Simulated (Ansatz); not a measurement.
**Kohn anomalies in Cu-Os-Cu stack of (111) layers**

Aim: see how the phonons of Cu-Os-Cu stack of (111) layers along the first symmetry line respond to the electronic smearing. The first relaxation steps of the session are not shown, so no cell shown is the starting entry, unless a step says so.

Calculated with Ansatz 0.2.0; DFT PBEsol, scalar-relativistic, plane waves, PAW; PAW set soft_1.

This is a report of a sequence of runs, with most program output left out.

## 1. The cell after earlier relaxation steps

The cell holds 3 atoms: 2 Cu and 1 Os. Cell: a = 2.588 Å, b = 2.588 Å, c = 32.649 Å, α = 90.0°, β = 90.0°, γ = 120.0°. Vacuum lies along c.

## 2. Relaxing tightly for phonons

Residual forces and stress shift phonon frequencies, so the cell is relaxed again, with tight thresholds and the mesh and smearing of this input. Earlier relaxation steps are not shown.

File input.yaml:

```yaml
crystal:
  lattice:
    - [2.5877170058, 0.0, 0.0]
    - [-1.2938585029, 2.2410286649, 0.0]
    - [0.0, 0.0, 32.6490652006]
  atoms:
    - { symbol: Cu, position: [0.0, 0.0, 0.1701497767] }
    - { symbol: Os, position: [0.3333333333, 0.6666666667, 0.2362170234] }
    - { symbol: Cu, position: [0.6666666667, 0.3333333333, 0.3022842702] }
  periodic: [true, true, false]
kpoints:
  mp_grid: { grid: [12, 12, 1] }
hamiltonian:
  xc: pbesol
  pseudopotentials: { kind: paw, azcp: { folder: soft_1 }, xc_functional: pbe }
scf:
  occupations: { method: methfessel_paxton, width: 0.2 }
output:
  forces: true
  stress: true
  eigenvalues: true
  write_density: true
  write_potential: true
  elf: true
  volumetric_format: npy
relax:
  adjacent_minimum: "off"
  f_tol: 0.001
  max_steps: 60
  cell: { stress_2d_tol: 0.002 }
```

Launch:

```console
> ansatz run input.yaml --threads 4 --pin off --max-ram 12288MiB --backend cpu --events-out ev --progress --plain --runs-dir out
```

The job ended after 9.6 s (4 threads of Arm Neoverse V2, shared host; peak memory 0.57 GiB; 36 s of CPU time).

Little changed from the start: no atom moved by 0.005 Å and no cell edge by 0.1 %.

Numbers from this step:

```yaml
metallic_on_mesh: yes
gap_on_the_k_mesh: 0 eV
```

Electrostatic potential energy in the ca plane at fractional y = 0.000, with atoms of Cu within 0.2 Å of it. With pseudopotentials it is smooth inside the atoms' cores, unlike the true potential.

Values in eV, 5 rows by 16 columns, each cell a mean:
```
  0   0   0   0  -7 -45 -22  -9  -7  -4  -4  -1   0   0   0   0
  0   0   0   0  -3 -17  -9 -24 -16 -11 -11  -1   0   0   0   0
  0   0   0   0  -2  -6  -6 -33 -22 -16 -16  -1   0   0   0   0
  0   0   0   0  -4 -31 -13 -17 -12  -8  -8  -1   0   0   0   0
  0   0   0   0  -9 -47 -25  -7  -5  -3  -3  -1   0   0   0   0
```
Columns run along c (16.0 Å, from fractional 0.00 to 0.49 of the cell; values clipped at the 3rd and 97th percentile), rows up along a (2.6 Å). Atoms in or near the plane, at fractional coordinates: Cu at (0.17, 0.00).

Valence density in the ca plane at fractional y = 0.000, with atoms of Cu within 0.2 Å of it. It is the smooth field of the valence electrons, not physical close to the nuclei.

Ten steps, logarithmic in the rise over the least value, from '0' (0 e/Å³) to '9' (59 e/Å³), each cell a mean:
```
00000000000002687311111000000000000000000000
00000000000001354111111100010000000000000000
00000000000000111001222100111000000000000000
00000000000000000001232111121000000000000000
00000000000000010001232111121000000000000000
00000000000000232101121100110000000000000000
00000000000001576211111000000000000000000000
00000000000002798310111000000000000000000000
```
Columns run along c (16.0 Å, from fractional 0.00 to 0.49 of the cell), rows up along a (2.6 Å). Atoms in or near the plane, at fractional coordinates: Cu at (0.17, 0.00).

ELF in the ca plane at fractional y = 0.000, with atoms of Cu within 0.2 Å of it. It is the smooth field of the valence electrons, not physical close to the nuclei.

Values, 5 rows by 16 columns, each cell a mean:
```
0.00 0.00 0.01 0.08 0.15 0.28 0.20 0.34 0.31 0.21 0.25 0.20 0.05 0.00 0.00 0.00
0.00 0.00 0.01 0.08 0.19 0.17 0.23 0.34 0.30 0.19 0.17 0.17 0.05 0.00 0.00 0.00
0.00 0.00 0.01 0.08 0.23 0.21 0.25 0.38 0.32 0.19 0.16 0.16 0.05 0.00 0.00 0.00
0.00 0.00 0.01 0.08 0.16 0.17 0.22 0.32 0.29 0.20 0.19 0.18 0.05 0.00 0.00 0.00
0.00 0.00 0.01 0.08 0.15 0.43 0.20 0.37 0.33 0.22 0.29 0.21 0.05 0.00 0.00 0.00
```
Columns run along c (16.0 Å, from fractional 0.00 to 0.49 of the cell), rows up along a (2.6 Å). Atoms in or near the plane, at fractional coordinates: Cu at (0.17, 0.00).

## 3. Wavevectors along a line: Fermi–Dirac smearing of 0.1 eV

Each wavevector is solved by itself, so no interpolation smooths a dip of the branch.

File input.yaml:

```yaml
crystal:
  lattice:
    - [2.5885542713, 0.0, 0.0]
    - [-1.2942771357, 2.2417537581, 0.0]
    - [0.0, 0.0, 32.6490652006]
  atoms:
    - { symbol: Cu, position: [0.0, 0.0, 0.1701572757] }
    - { symbol: Os, position: [0.3333333333, 0.6666666667, 0.2362170234] }
    - { symbol: Cu, position: [0.6666666667, 0.3333333333, 0.3022767711] }
  periodic: [true, true, false]
kpoints:
  mp_grid: { grid: [18, 18, 1] }
hamiltonian:
  xc: pbesol
  pseudopotentials: { kind: paw, azcp: { folder: soft_1 }, xc_functional: pbe }
scf:
  occupations: { method: fermi_dirac, width: 0.1 }
output:
  eigenvalues: true
phonons:
  method: dfpt
  qpoints:
    - [0, 0, 0]
    - [0.166666667, 0.0, 0.0]
    - [0.333333333, 0.0, 0.0]
    - [0.5, 0.0, 0.0]
```

Wall time 11 min (4 threads); peak memory 3.8 GiB; 43 min of CPU time.

Each wavevector solved by linear response. The frequency by |q| along the line; 7 of 9 lines:

```
|q| along the line (Å⁻¹)  mode 1 (cm⁻¹)  mode 2 (cm⁻¹)  mode 3 (cm⁻¹)  mode 4 (cm⁻¹)  mode 5 (cm⁻¹)  mode 6 (cm⁻¹)  mode 7 (cm⁻¹)
                   0.000              0              0              0           80.9           80.9           98.0           98.0
                   0.467           27.3           60.9           98.2            104            114            122            141
                   0.934           47.7           93.3            125            136            137            160            173
                   1.401           53.5           96.2            136            137            145            171            191
```

## 4. Phonons along a line: Fermi–Dirac smearing of 0.25 eV

Edit input.yaml of step 3 so:

```diff
@@ -16,3 +16,3 @@
 scf:
-  occupations: { method: fermi_dirac, width: 0.1 }
+  occupations: { method: fermi_dirac, width: 0.25 }
 output:
```

Wider smearing eases the sum over k-points of a metal but moves the result away from its zero-temperature value.

It took 12 min on 4 threads; peak memory 4 GiB.

Each wavevector solved by linear response. The frequency by |q| along the line; 7 of 9 lines:

```
|q| along the line (Å⁻¹)  mode 1 (cm⁻¹)  mode 2 (cm⁻¹)  mode 3 (cm⁻¹)  mode 4 (cm⁻¹)  mode 5 (cm⁻¹)  mode 6 (cm⁻¹)  mode 7 (cm⁻¹)
                   0.000              0              0              0           79.6           79.6           96.1           96.1
                   0.467           28.3           62.8           97.6            105            114            122            141
                   0.934           45.8           96.9            125            137            138            160            174
                   1.401           50.9           98.3            136            136            144            172            191
```

Against step 3 (now smearing width 0.25 eV), the free energy moves by -74.2 meV an atom.

## 5. Wavevectors along a line: Fermi–Dirac smearing of 0.04 eV

The smearing blurs the Fermi surface that screens the phonons; a Fermi–Dirac width is an electronic temperature.

Edit input.yaml of step 4 so:

```diff
@@ -16,3 +16,3 @@
 scf:
-  occupations: { method: fermi_dirac, width: 0.25 }
+  occupations: { method: fermi_dirac, width: 0.04 }
 output:
```

Narrower smearing comes nearer the zero-temperature value but asks more of the mesh.

It took 12 min on 4 threads; peak memory 3.8 GiB.

Each wavevector solved by linear response. Table of frequency by |q| along the line; 7 of 9 lines:

```
|q| along the line (Å⁻¹)  mode 1 (cm⁻¹)  mode 2 (cm⁻¹)  mode 3 (cm⁻¹)  mode 4 (cm⁻¹)  mode 5 (cm⁻¹)  mode 6 (cm⁻¹)  mode 7 (cm⁻¹)
                   0.000              0              0              0           81.7           81.7           98.7           98.7
                   0.467           26.7           60.5           98.5            105            114            123            141
                   0.934           49.4           92.3            125            136            138            161            173
                   1.401           63.4           93.3            137            144            146            171            191
```

Against step 3 (now smearing width 0.04 eV), the free energy moves by +10.8 meV an atom.

## 6. Phonons along a line: Methfessel–Paxton smearing of 0.2 eV

The smearing blurs the Fermi surface that screens the phonons; a Methfessel–Paxton width blurs it less than a thermal one.

Edit input.yaml of step 5 so:

```diff
@@ -16,3 +16,3 @@
 scf:
-  occupations: { method: fermi_dirac, width: 0.04 }
+  occupations: { method: methfessel_paxton, width: 0.2 }
 output:
```

Wall time 12 min (4 threads); peak memory 3.8 GiB; 45 min of CPU time.

Each wavevector solved by linear response. Table of frequency by |q| along the line; 7 of 9 lines:

```
|q| along the line (Å⁻¹)  mode 1 (cm⁻¹)  mode 2 (cm⁻¹)  mode 3 (cm⁻¹)  mode 4 (cm⁻¹)  mode 5 (cm⁻¹)  mode 6 (cm⁻¹)  mode 7 (cm⁻¹)
                   0.000              0              0              0           81.4           81.4           98.7           98.7
                   0.467           26.6           60.4           98.5            105            114            122            141
                   0.934           51.2           92.4            124            136            138            161            173
                   1.401           58.3           96.2            136            143            146            171            191
```

Against step 3 (now occupations Methfessel-Paxton and smearing width 0.2 eV), the free energy moves by +13.2 meV an atom.

## 7. Smearing and the soft branch

Table of lowest frequency by |q| along the line:

```
|q| along the line (Å⁻¹)  fermi dirac 0.1 eV, k 18x18x1 (cm⁻¹)  fermi dirac 0.25 eV, k 18x18x1 (cm⁻¹)  fermi dirac 0.04 eV, k 18x18x1 (cm⁻¹)  methfessel paxton 0.2 eV, k 18x18x1 (cm⁻¹)
                   0.000                                     0                                      0                                      0                                           0
                   0.467                                  27.3                                   28.3                                   26.7                                        26.6
                   0.934                                  47.7                                   45.8                                   49.4                                        51.2
                   1.401                                  53.5                                   50.9                                   63.4                                        58.3
```

## 8. What came out

| Property | Result |
| --- | --- |
| phonon run of the rows without a label of their own | PBEsol, k 18×18×1 |
| lowest branch at the last solved point, Fermi–Dirac 0.1 eV | 53.5 cm⁻¹ at \|q\| = 1.40 Å⁻¹ |
| lowest branch at the last solved point, Fermi–Dirac 0.25 eV | 50.9 cm⁻¹ at \|q\| = 1.40 Å⁻¹ |
| lowest branch at the last solved point, Fermi–Dirac 0.04 eV | 63.4 cm⁻¹ at \|q\| = 1.40 Å⁻¹ |
| lowest branch at the last solved point, Methfessel–Paxton 0.2 eV | 58.3 cm⁻¹ at \|q\| = 1.40 Å⁻¹ |

No branch softens by more than 4 % of the top frequency as the smearing narrows, so no anomaly that hangs on the smearing shows at these points. The line holds 4 wavevectors, so a narrow dip between them would be missed. Between Fermi–Dirac 0.25 eV and Fermi–Dirac 0.04 eV the largest change, with modes counted by rank of frequency, is in mode 1 at |q| = 1.40 Å⁻¹, from 50.9 to 63.4 cm⁻¹. Where branches cross, a count by rank can hide a softening. At the narrowest width the k mesh may not resolve the Fermi surface, so part of the change can be mesh noise. Spin–orbit coupling, left out here, matters for Os. The PAW files were made for PBE; under other functionals the run regenerates their frozen core. The structure was built by hand as an ordered model, and its stability against other phases was not tested.

[Logs are printed without paths, hosts, clocks, repeated set-up lines and the standing remarks that a program may print on its own settings, such as how far it seeks lower states.]

[Hosts, paths, dates, database ids (printed as entryN), source tags and the programs' standing remarks are cut or masked in the printed files.]
